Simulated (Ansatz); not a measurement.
An input for Ansatz 0.2.0 (Y4S3N2 (C2/m)):

```yaml
crystal:
  lattice:
    - [6.4622478753, -1.9155154099, 0.0]
    - [6.4622478753, 1.9155154099, 0.0]
    - [-6.1150777327, 0.0, 7.7218549571]
  atoms:
    - { symbol: "Y", position: [0.76032434, 0.76032434, 0.64851811] }
    - { symbol: "Y", position: [0.23967566, 0.23967566, 0.35148189] }
    - { symbol: "Y", position: [0.43654668, 0.43654668, 0.14567864] }
    - { symbol: "Y", position: [0.56345332, 0.56345332, 0.85432136] }
    - { symbol: S, position: [0.0, 0.0, 0.0] }
    - { symbol: S, position: [0.17442465, 0.17442465, 0.78433872] }
    - { symbol: S, position: [0.82557535, 0.82557535, 0.21566128] }
    - { symbol: "N", position: [0.64303648, 0.64303648, 0.36114028] }
    - { symbol: "N", position: [0.35696352, 0.35696352, 0.63885972] }
kpoints:
  mp_grid: { grid: [4, 4, 2] }
hamiltonian:
  xc: pbe
  pseudopotentials: { kind: paw, azcp: { folder: soft_1 } }
scf:
  occupations: { method: fixed }
gw:
  n_empty_bands: 487
  ecut_chi: 108
  qp_bands: [v3, c3]
  qp_kpoints: band_edges
  screening: { model: contour_deformation }
```

```sh
ansatz run input.yaml --threads 2 --pin off --max-ram 92160MiB --backend cuda --events-out ev --progress --plain --runs-dir out --devices 1 --max-vram 13GiB
```

Estimate wall time and host memory on 1 × NVIDIA H100 80GB HBM3 (shared by 6 runs) with 2 threads of AMD EPYC 7R13 (Zen 3), shared host.

It took 48 s; on shared hardware allow 24 s to 97 s. Peak host memory was 2.1 GiB. The sizes that set the cost: 3763 plane waves a state, 14 irreducible k points, 523 bands summed, 487 plane waves in the screening and 10 SCF cycles.

The screening grows as filled bands × empty bands × pairs of k points, times the square of the screening basis for the matrix.

[Paths, hosts, dates, memory and timing lines, banners, echoed tables and standing remarks are left out of the program output.]

[Logs are printed without paths, hosts, clocks, repeated set-up lines and the standing remarks that a program may print on its own settings, such as how far it seeks lower states.]

[Runs of the session that timed out or met a known fault of the program may be left out.]

[Cells called generated may have been cut or substituted from an entry of the Crystallography Open Database or the Materials Project.]

[Hosts, paths, dates, database ids (printed as entryN), source tags and the programs' standing remarks are cut or masked in the printed files.]
